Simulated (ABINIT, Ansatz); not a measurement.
# Quasiparticle gap of WS2 (Tungstenite) in ABINIT

Aim: the G0W0 gap of WS2 (Tungstenite) on PBE, step by step.

Method: PBE and many-body steps on it, plane waves, in ABINIT 10.8.3.

### Step 1. The starting structure

It takes space group P6_3/mmc (No. 194, hexagonal). The conventional cell has a = 3.153 Å, b = 3.153 Å, c = 12.323 Å, α = 90.00°, β = 90.00°, γ = 120.00°. Nearest to W lie 6 S at 2.40 Å. S has 3 W at 2.40 Å nearest. Farther neighbours and most contacts between anions are not listed.

As a file:

```cif
data_structure
_symmetry_space_group_name_H-M 'P6_3/mmc'
_symmetry_Int_Tables_number 194
_cell_length_a 3.1532
_cell_length_b 3.1532
_cell_length_c 12.3230
_cell_angle_alpha 90.000
_cell_angle_beta 90.000
_cell_angle_gamma 120.000
_cell_volume 106.11
loop_
_atom_site_label
_atom_site_type_symbol
_atom_site_symmetry_multiplicity
_atom_site_Wyckoff_symbol
_atom_site_fract_x
_atom_site_fract_y
_atom_site_fract_z
_atom_site_occupancy
W1 W 2 c 0.33333 0.66667 0.25000 1
S1 S 4 f 0.33333 0.66667 0.62250 1
```

The cell and positions come from the Crystallography Open Database and are kept as given unless a step says otherwise. Spin-orbit coupling is left out unless a step names it.

### Step 2. Ground state

This step: ABINIT 10.8.3; DFT, PBE, plane waves, norm-conserving pseudopotentials.

The ground-state density comes first.

File run.abi:

```
acell 3*1.0 Angstrom
rprim 
  3.153199999992 0.000000000002 0.000000000000
  -1.576599999998 2.730751303206 0.000000000000
  0.000000000000 0.000000000000 12.323000000000
ntypat 2
znucl 74 16
natom 6
typat 1 1 2 2 2 2
xred 
  0.333333333333 0.666666666667 0.250000000000
  0.666666666667 0.333333333333 0.750000000000
  0.333333333333 0.666666666667 0.622500000000
  0.666666666667 0.333333333333 0.122500000000
  0.333333333333 0.666666666667 0.877500000000
  0.666666666667 0.333333333333 0.377500000000
pp_dirpath "pseudos"
pseudos "W.upf, S.upf"
ecut 31
ngkpt 6 6 2
nshiftk 1
shiftk 0 0 0
kptopt 1
chksymbreak 0
nband 33
occopt 1
tolvrs 1e-10
nstep 60
prtwf 0
optforces 0
optstress 0
indata_prefix "in"
outdata_prefix "out"
tmpdata_prefix "tmp"
```

The run is started by

```console
> OMP_NUM_THREADS=1 mpirun -n 4 abinit run.abi > log
```

Numbers of over 12 decimals in the logs are rounded to 6 here.

Log:

```text
.Version 10.8.3 of ABINIT. v10.8.2 released Aug 2026.

 Symmetries : space group P6_3/m m c (#194); Bravais hP (primitive hexag.)
================================================================================
 Values of the parameters that define the memory need of the present run
     intxc =       0    ionmov =       0      iscf =       7    lmnmax =       8
     lnmax =       8     mgfft =     120  mpssoang =       4    mqgrid =    5837
     natom =       6  nloc_mem =       1    nspden =       1   nspinor =       1
    nsppol =       1      nsym =      24    n1xccc =    2501    ntypat =       2
    occopt =       1   xclevel =       2
-    mband =          33        mffmem =           1         mkmem =           4
       mpw =        5944          nfft =      108000          nkpt =          14
================================================================================
  Rough estimation (10% accuracy) of disk space for files :
================================================================================

--------------------------------------------------------------------------------
------------- Echo of variables that govern the present computation ------------
--------------------------------------------------------------------------------
 -outvars: echo values of preprocessed input variables --------
            acell      1.8897261259E+00  1.8897261259E+00  1.8897261259E+00 Bohr

      chksymbreak           0
             ecut      3.10000000E+01 Hartree
-          fftalg         312

              ixc     -101130
              kpt      0.00000000E+00  0.00000000E+00  0.00000000E+00
                       1.66666667E-01  0.00000000E+00  0.00000000E+00
                       3.33333333E-01  0.00000000E+00  0.00000000E+00
                       5.00000000E-01  0.00000000E+00  0.00000000E+00
                       1.66666667E-01  1.66666667E-01  0.00000000E+00
                       3.33333333E-01  1.66666667E-01  0.00000000E+00
                       3.33333333E-01  3.33333333E-01  0.00000000E+00
                       0.00000000E+00  0.00000000E+00  5.00000000E-01
                       1.66666667E-01  0.00000000E+00  5.00000000E-01
                       3.33333333E-01  0.00000000E+00  5.00000000E-01
                       5.00000000E-01  0.00000000E+00  5.00000000E-01
[...]
kptrlatt        6    0    0      0    6    0      0    0    2
          kptrlen      3.57521065E+01
P           mkmem           4
            natom           6
            nband          33
            ngfft          30      30     120
             nkpt          14
            nstep          60
             nsym          24
           ntypat           2
              occ      2.000000  2.000000  2.000000  2.000000  2.000000  2.000000
                       2.000000  2.000000  2.000000  2.000000  2.000000  2.000000
                       2.000000  2.000000  2.000000  2.000000  2.000000  2.000000
                       2.000000  2.000000  2.000000  2.000000  2.000000  2.000000
                       2.000000  2.000000  0.000000  0.000000  0.000000  0.000000
[...]
optforces           0
        optstress           0
            prtwf           0
            rprim      3.1532000000E+00  2.0000000000E-12  0.0000000000E+00
[...]
spgroup         194

           tolvrs      1.00000000E-10

             xred      3.3333333333E-01  6.6666666667E-01  2.5000000000E-01
[...]
znucl       74.00000   16.00000

================================================================================

 chkinp: Checking input parameters for consistency.

================================================================================
== DATASET  1 ==================================================================
-   mpi_nproc: 4, omp_nthreads: 1 (-1 if OMP is not activated)

--- !DatasetInfo
iteration_state: {dtset: 1, }
dimensions: {natom: 6, nkpt: 14, mband: 33, nsppol: 1, nspinor: 1, nspden: 1, mpw: 5944, }
cutoff_energies: {ecut:  31.0, pawecutdg:  -1.0, }
electrons: {nelect:   5.20000000E+01, charge:   0.00000000E+00, occopt:   1.00000000E+00, tsmear:   1.00000000E-02, }

 Real(R)+Recip(G) space primitive vectors, cartesian coordinates (Bohr,Bohr^-1):
 R(1)=  5.9586844  0.0000000  0.0000000  G(1)=  0.1678223  0.0968922  0.0000000
 R(2)= -2.9793422  5.1603721  0.0000000  G(2)=  0.0000000  0.1937845  0.0000000
 R(3)=  0.0000000  0.0000000 23.2870950  G(3)=  0.0000000  0.0000000  0.0429422
 Unit cell volume ucvol=  7.1605555E+02 bohr^3
 Angles (23,13,12)=  9.00000000E+01  9.00000000E+01  1.20000000E+02 degrees

 getcut: wavevector=  0.0000  0.0000  0.0000  ngfft=  30  30 120
         ecut(hartree)=     31.000   => boxcut(ratio)=   2.01023

--- Pseudopotential description ------------------------------------------------
- W Generated using ONCVPSP code by D. R. Hamann
- 74.00000  14.00000  171031                  znucl, zion, pspdat
12 -101130 3 -1 1396                          pspcod,pspxc,lmax,lloc,mmax
     nproj     2     2     2     2
  pspatm : epsatm=   11.70739509
         --- l  ekb(1:nproj) -->
[...]
pspatm: atomic psp has been read  and splines computed

- S Generated using ONCVPSP code by D. R. Hamann
- 16.00000   6.00000  171031                  znucl, zion, pspdat
12 -101130 2 -1 1146                          pspcod,pspxc,lmax,lloc,mmax
     nproj     2     2     2     0
  pspatm : epsatm=    9.01821529
         --- l  ekb(1:nproj) -->
[...]
pspatm: atomic psp has been read  and splines computed

   3.09335787E+03                                ecore*ucvol(ha*bohr**3)
--------------------------------------------------------------------------------

_setup2: Arith. and geom. avg. npw (full set) are    5903.792    5903.746

================================================================================

--- !BeginCycle
iteration_state: {dtset: 1, }
solver: {iscf: 7, nstep: 60, nline: 4, wfoptalg: 0, }
tolerances: {tolvrs: 1.00E-10, }

     iter   Etot(hartree)      deltaE(h)  residm     vres2
 ETOT  1  -195.84886537400    -1.958E+02 8.652E-02 1.579E+02
 ETOT  2  -195.89030693970    -4.144E-02 3.711E-02 1.176E+03
 ETOT  3  -196.02861226715    -1.383E-01 1.384E-02 8.356E+00
 ETOT  4  -196.02942917523    -8.169E-04 5.021E-03 2.556E+00
 ETOT  5  -196.02958716226    -1.580E-04 4.625E-03 2.055E-02
 ETOT  6  -196.02958981700    -2.655E-06 1.050E-03 8.045E-03
 ETOT  7  -196.02959029102    -4.740E-07 8.389E-04 2.987E-05
 ETOT  8  -196.02959029387    -2.851E-09 5.135E-04 2.264E-06
 ETOT  9  -196.02959029411    -2.389E-10 1.853E-04 7.420E-08
 ETOT 10  -196.02959029412    -1.091E-11 4.535E-04 3.028E-09
 ETOT 11  -196.02959029411     6.850E-12 1.653E-04 3.317E-10
 ETOT 12  -196.02959029412    -9.180E-12 4.851E-04 6.804E-12

 At SCF step   12       vres2   =  6.80E-12 < tolvrs=  1.00E-10 =>converged.

--- !ResultsGS
iteration_state: {dtset: 1, }
comment   : Summary of ground state results
lattice_vectors:
- [  5.9586844,   0.0000000,   0.0000000, ]
- [ -2.9793422,   5.1603721,   0.0000000, ]
- [  0.0000000,   0.0000000,  23.2870950, ]
lattice_lengths: [   5.95868,    5.95868,   23.28710, ]
lattice_angles: [ 90.000,  90.000, 120.000, ] # degrees, (23, 13, 12)
lattice_volume:   7.1605555E+02
convergence: {deltae: -9.180E-12, res2:  6.804E-12, residm:  4.851E-04, diffor:  0.000E+00, }
etotal    :  -1.96029590E+02
entropy   :   0.00000000E+00
fermie    :   3.49444803E-01
cartesian_stress_tensor: null
pressure_GPa: null
xred      :
- [  3.3333E-01,   6.6667E-01,   2.5000E-01,  W]
- [  6.6667E-01,   3.3333E-01,   7.5000E-01,  W]
- [  3.3333E-01,   6.6667E-01,   6.2250E-01,  S]
- [  6.6667E-01,   3.3333E-01,   1.2250E-01,  S]
- [  3.3333E-01,   6.6667E-01,   8.7750E-01,  S]
- [  6.6667E-01,   3.3333E-01,   3.7750E-01,  S]
cartesian_forces: null
force_length_stats: {min: null, max: null, mean: null, }

 Integrated electronic density in atomic spheres:
 ------------------------------------------------
 Atom  Sphere_radius  Integrated_density
[...]
================================================================================

 ----iterations are completed or convergence reached----

 Mean square residual over all n,k,spin=   29.308E-07; max=  48.513E-05
 reduced coordinates (array xred) for    6 atoms
[...]
0.666666666667      0.333333333333      0.750000000000
       0.333333333333      0.666666666667      0.622500000000
       0.666666666667      0.333333333333      0.122500000000
       0.333333333333      0.666666666667      0.877500000000
       0.666666666667      0.333333333333      0.377500000000
 rms dE/dt=  0.0000E+00; max dE/dt=  0.0000E+00; dE/dt below (all hartree)
    1       0.000000000000      0.000000000000      0.000000000000
    2       0.000000000000      0.000000000000      0.000000000000
    3       0.000000000000      0.000000000000      0.000000000000
    4       0.000000000000      0.000000000000      0.000000000000
    5       0.000000000000      0.000000000000      0.000000000000
    6       0.000000000000      0.000000000000      0.000000000000

 cartesian coordinates (angstrom) at end:
    1     -1.33e-12     1.820501     3.080750
    2      1.576600     0.910250     9.242250
    3     -1.33e-12     1.820501     7.671068
    4      1.576600     0.910250     1.509567
    5     -1.33e-12     1.820501    10.813432
    6      1.576600     0.910250     4.651933
 length scales=  1.889726125908  1.889726125908  1.889726125908 bohr
              =  1.000000000000  1.000000000000  1.000000000000 angstroms
 prteigrs : about to open file out_EIG
 Fermi (or HOMO) energy (hartree) =   0.34944   Average Vxc (hartree)=  -0.41084
 Eigenvalues (hartree) for nkpt=  14  k points:
 kpt#   1, nband= 33, wtk=  0.01389, kpt=  0.0000  0.0000  0.0000 (reduced coord)
  -2.39287   -2.39287   -1.07959   -1.07958   -1.07265   -1.07265   -1.07265   -1.07265
  -0.22539   -0.21688   -0.16868   -0.15256    0.06843    0.10714    0.20801    0.22170
   0.22170    0.22222    0.22222    0.26709    0.26709    0.26906    0.26906    0.29374
   0.30457    0.34944    0.43436    0.43442    0.43474    0.43539    0.43621    0.43925
   0.44308
 prteigrs : prtvol=0 or 1, do not print more k-points.

--- !EnergyTerms
iteration_state     : {dtset: 1, }
comment             : Components of total free energy in Hartree
kinetic             :  5.62979939835623E+01
hartree             :  5.12043006754388E+01
xc                  : -4.59534279593958E+01
Ewald energy        : -1.20345391836037E+02
psp_core            :  4.31999703190776E+00
local_psp           : -1.72738556691825E+02
non_local_psp       :  3.11854945022300E+01
total_energy        : -1.96029590294119E+02
total_energy_eV     : -5.33423689713468E+03
band_energy         : -1.79620718595419E+01

== END DATASET(S) ==============================================================
================================================================================

 -outvars: echo values of variables after computation  --------
           etotal     -1.9602959029E+02
            nband          33
             nkpt          14
          spgroup         194
 [... the other variables as echoed above ...]

 Calculation completed.
```

Elapsed: 37 s, on 4 MPI ranks of Intel Xeon 6975P-C (Granite Rapids), shared host; peak memory 0.41 GiB; 2.2 min of CPU time.

Numbers from this step:

| Item | Value |
| --- | --- |
| total energy | -5334.2369 eV |
| gap | 0.9807 eV |
| k of the valence top | 0, 0, 0 |
| k of the conduction bottom | 0.1667, 0.1667, 0 |
| least direct gap | 1.837 eV |

The gap is indirect, with the least direct gap 0.86 eV higher.

### Step 3. Empty states on the mesh, 6×6×1 mesh, 189 bands

The sums over transitions need many empty states on a uniform mesh; this step solves for them.

Edit run.abi of step 2 so:

```diff
@@ -19,3 +19,3 @@
 ecut 31
-ngkpt 6 6 2
+ngkpt 6 6 1
 nshiftk 1
@@ -24,9 +24,10 @@
 chksymbreak 0
-nband 33
-occopt 1
-tolvrs 1e-10
+iscf -2
+irdden 1
+istwfk *1
+nband 189
+nbdbuf 16
+tolwfr 1e-09
 nstep 60
-prtwf 0
-optforces 0
-optstress 0
+prtvol 0
 indata_prefix "in"
```

Log:

```text
.Version 10.8.3 of ABINIT. v10.8.2 released Aug 2026.

 Symmetries : space group P6_3/m m c (#194); Bravais hP (primitive hexag.)
[... echo of the input left out ...]
== DATASET  1 ==================================================================
-   mpi_nproc: 4, omp_nthreads: 1 (-1 if OMP is not activated)

--- !DatasetInfo
iteration_state: {dtset: 1, }
dimensions: {natom: 6, nkpt: 7, mband: 189, nsppol: 1, nspinor: 1, nspden: 1, mpw: 5929, }
cutoff_energies: {ecut:  31.0, pawecutdg:  -1.0, }
electrons: {nelect:   5.20000000E+01, charge:   0.00000000E+00, occopt:   1.00000000E+00, tsmear:   1.00000000E-02, }

 Real(R)+Recip(G) space primitive vectors, cartesian coordinates (Bohr,Bohr^-1):
 R(1)=  5.9586844  0.0000000  0.0000000  G(1)=  0.1678223  0.0968922  0.0000000
 R(2)= -2.9793422  5.1603721  0.0000000  G(2)=  0.0000000  0.1937845  0.0000000
 R(3)=  0.0000000  0.0000000 23.2870950  G(3)=  0.0000000  0.0000000  0.0429422
 Unit cell volume ucvol=  7.1605555E+02 bohr^3
 Angles (23,13,12)=  9.00000000E+01  9.00000000E+01  1.20000000E+02 degrees

 getcut: wavevector=  0.0000  0.0000  0.0000  ngfft=  30  30 120
         ecut(hartree)=     31.000   => boxcut(ratio)=   2.01023

--- Pseudopotential description ------------------------------------------------
- W Generated using ONCVPSP code by D. R. Hamann
- 74.00000  14.00000  171031                  znucl, zion, pspdat
12 -101130 3 -1 1396                          pspcod,pspxc,lmax,lloc,mmax
     nproj     2     2     2     2
  pspatm : epsatm=   11.70739509
         --- l  ekb(1:nproj) -->
             0   12.992056    1.844411
             1    9.080024    1.409692
             2    4.470007    0.514403
[...]
pspatm: atomic psp has been read  and splines computed

- S Generated using ONCVPSP code by D. R. Hamann
- 16.00000   6.00000  171031                  znucl, zion, pspdat
12 -101130 2 -1 1146                          pspcod,pspxc,lmax,lloc,mmax
     nproj     2     2     2     0
  pspatm : epsatm=    9.01821529
         --- l  ekb(1:nproj) -->
[...]
pspatm: atomic psp has been read  and splines computed

--------------------------------------------------------------------------------

================================================================================
 prteigrs : about to open file out_EIG
 Non-SCF case, kpt    1 (  0.00000  0.00000  0.00000), residuals and eigenvalues=
  3.78E-10  4.67E-10  4.44E-10  2.34E-10  5.00E-10  7.36E-10  5.95E-10  7.87E-10
  2.79E-10  3.36E-10  4.71E-10  2.98E-10  8.27E-10  2.03E-10  2.39E-10  1.47E-10
  7.74E-10  1.82E-10  8.41E-10  9.42E-11  2.17E-10  1.23E-10  9.77E-10  9.00E-10
[...]
9.75E-05  2.91E-05  5.02E-05  5.21E-05  5.53E-05
 -2.3929E+00 -2.3929E+00 -1.0796E+00 -1.0796E+00 -1.0726E+00 -1.0726E+00
 -1.0726E+00 -1.0726E+00 -2.2539E-01 -2.1688E-01 -1.6868E-01 -1.5256E-01
  6.8428E-02  1.0714E-01  2.0801E-01  2.2170E-01  2.2170E-01  2.2222E-01
[...]
2.6213E+00  2.6233E+00  2.6233E+00  2.6323E+00  2.6460E+00  2.6460E+00
  2.6487E+00  2.6487E+00  2.6725E+00  2.6952E+00  2.6956E+00  2.7046E+00
[...]
prteigrs : prtvol=0 or 1, do not print more k-points.

--- !ResultsGS
iteration_state: {dtset: 1, }
comment   : Summary of ground state results
lattice_vectors:
- [  5.9586844,   0.0000000,   0.0000000, ]
- [ -2.9793422,   5.1603721,   0.0000000, ]
- [  0.0000000,   0.0000000,  23.2870950, ]
lattice_lengths: [   5.95868,    5.95868,   23.28710, ]
lattice_angles: [ 90.000,  90.000, 120.000, ] # degrees, (23, 13, 12)
lattice_volume:   7.1605555E+02
convergence: {deltae:  0.000E+00, res2:  0.000E+00, residm:  9.979E-10, diffor:  0.000E+00, }
etotal    :  -1.96029590E+02
entropy   :   0.00000000E+00
fermie    :   3.49444803E-01
cartesian_stress_tensor: null
pressure_GPa: null
xred      :
- [  3.3333E-01,   6.6667E-01,   2.5000E-01,  W]
- [  6.6667E-01,   3.3333E-01,   7.5000E-01,  W]
- [  3.3333E-01,   6.6667E-01,   6.2250E-01,  S]
- [  6.6667E-01,   3.3333E-01,   1.2250E-01,  S]
- [  3.3333E-01,   6.6667E-01,   8.7750E-01,  S]
- [  6.6667E-01,   3.3333E-01,   3.7750E-01,  S]
cartesian_forces: null
force_length_stats: {min: null, max: null, mean: null, }

 Integrated electronic density in atomic spheres:
 ------------------------------------------------
 Atom  Sphere_radius  Integrated_density
[...]
================================================================================

 ----iterations are completed or convergence reached----

 Mean square residual over all n,k,spin=   47.919E-11; max=  99.794E-11
 reduced coordinates (array xred) for    6 atoms
[...]
0.333333333333      0.666666666667      0.877500000000
       0.666666666667      0.333333333333      0.377500000000

 cartesian coordinates (angstrom) at end:
    1     -1.33e-12     1.820501     3.080750
    2      1.576600     0.910250     9.242250
    3     -1.33e-12     1.820501     7.671068
    4      1.576600     0.910250     1.509567
    5     -1.33e-12     1.820501    10.813432
    6      1.576600     0.910250     4.651933
 length scales=  1.889726125908  1.889726125908  1.889726125908 bohr
              =  1.000000000000  1.000000000000  1.000000000000 angstroms
 prteigrs : about to open file out_EIG
 Eigenvalues (hartree) for nkpt=   7  k points:
 kpt#   1, nband=189, wtk=  0.02778, kpt=  0.0000  0.0000  0.0000 (reduced coord)
[...]
2.54115    2.57368    2.57368    2.58524    2.58701    2.59130    2.62127    2.62334
   2.62334    2.63226    2.64597    2.64597    2.64871    2.64871    2.67246    2.69524
   2.69557    2.70463    2.71619    2.71909    2.72183
 prteigrs : prtvol=0 or 1, do not print more k-points.

== END DATASET(S) ==============================================================
================================================================================

 -outvars: echo values of variables after computation  --------
            nband         189
             nkpt           7
          spgroup         194
 [... the other variables as echoed above ...]

 Calculation completed.
```

Wall time 2.3 min (4 MPI ranks); peak memory 0.49 GiB; 8.3 min of CPU time.

Numbers from this step:

* gap: 0.9807 eV
* k of the valence top: 0, 0, 0
* k of the conduction bottom: 0.1667, 0.1667, 0
* least direct gap: 1.837 eV
* k points computed: 7
* lowest point of the top converged band, above the valence top: 60.2539 eV

On this mesh the gap is 0.981 eV.

(Part 1 of 2 ends here.)

[Paths, hosts, dates, memory and timing lines, banners, echoed tables and standing remarks are left out of the program output.]

[Logs are printed without paths, hosts, clocks, repeated set-up lines and the standing remarks that a program may print on its own settings, such as how far it seeks lower states.]

[Runs of the session that timed out or met a known fault of the program may be left out.]

[Hosts, paths, dates, database ids (printed as entryN), source tags and the programs' standing remarks are cut or masked in the printed files.]

[G0W0 gaps are taken among the corrected bands and points alone; a level outside them can change the order at an edge.]

[Where Ansatz stands beside ABINIT at settings called matched, ABINIT's density can come from a denser mesh and the files from another edition; pairs whose starting gaps differed by over 0.03 eV were left out, so agreement reads better than it is.]
